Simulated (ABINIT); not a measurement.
Planning a run of ABINIT 10.8.3 on SrCl2 (Fm-3m). The input:

```
acell 3*1.0 Angstrom
rprim 
  -0.000000000000 3.488350000000 3.488350000000
  3.488350000000 -0.000000000000 3.488350000000
  3.488350000000 3.488350000000 -0.000000000000
ntypat 2
znucl 38 17
natom 3
typat 1 2 2
xred 
  0.000000000000 0.000000000000 0.000000000000
  0.250000000000 0.250000000000 0.250000000000
  0.750000000000 0.750000000000 0.750000000000
pp_dirpath "pseudos"
pseudos "Sr.upf, Cl.upf"
ecut 28
nspinor 2
iscf -2
irdden 1
kptopt 0
nkpt 26
kpt 
  0.00000000 0.00000000 0.00000000
  0.12500000 0.00000000 0.12500000
  0.25000000 0.00000000 0.25000000
  0.37500000 0.00000000 0.37500000
  0.50000000 0.00000000 0.50000000
  0.53125000 0.06250000 0.53125000
  0.56250000 0.12500000 0.56250000
  0.59375000 0.18750000 0.59375000
  0.62500000 0.25000000 0.62500000
  0.37500000 0.37500000 0.75000000
  0.28125000 0.28125000 0.56250000
  0.18750000 0.18750000 0.37500000
  0.09375000 0.09375000 0.18750000
  0.00000000 0.00000000 0.00000000
  0.12500000 0.12500000 0.12500000
  0.25000000 0.25000000 0.25000000
  0.37500000 0.37500000 0.37500000
  0.50000000 0.50000000 0.50000000
  0.50000000 0.43750000 0.56250000
  0.50000000 0.37500000 0.62500000
  0.50000000 0.31250000 0.68750000
  0.50000000 0.25000000 0.75000000
  0.50000000 0.18750000 0.68750000
  0.50000000 0.12500000 0.62500000
  0.50000000 0.06250000 0.56250000
  0.50000000 0.00000000 0.50000000
istwfk *1
nband 40
nbdbuf 6
tolwfr 1e-08
nstep 40
prtwf 0
prtvol 0
indata_prefix "in"
outdata_prefix "out"
tmpdata_prefix "tmp"
```

```sh
OMP_NUM_THREADS=1 mpirun -n 4 abinit run.abi > log
```

Question: How long will it take on 4 MPI ranks of Arm Neoverse V2, shared host, and how much memory?

It took 52 s; on shared hardware allow 26 s to 1.7 min. Peak host memory was 0.41 GiB.

[Paths, hosts, dates, memory and timing lines, banners, echoed tables and standing remarks are left out of the program output.]

[Logs are printed without paths, hosts, clocks, repeated set-up lines and the standing remarks that a program may print on its own settings, such as how far it seeks lower states.]

[Runs of the session that timed out or met a known fault of the program may be left out.]

[Hosts, paths, dates, database ids (printed as entryN), source tags and the programs' standing remarks are cut or masked in the printed files.]

[G0W0 gaps are taken among the corrected bands and points alone; a level outside them can change the order at an edge.]

[Where Ansatz stands beside ABINIT at settings called matched, ABINIT's density can come from a denser mesh and the files from another edition; pairs whose starting gaps differed by over 0.03 eV were left out, so agreement reads better than it is.]
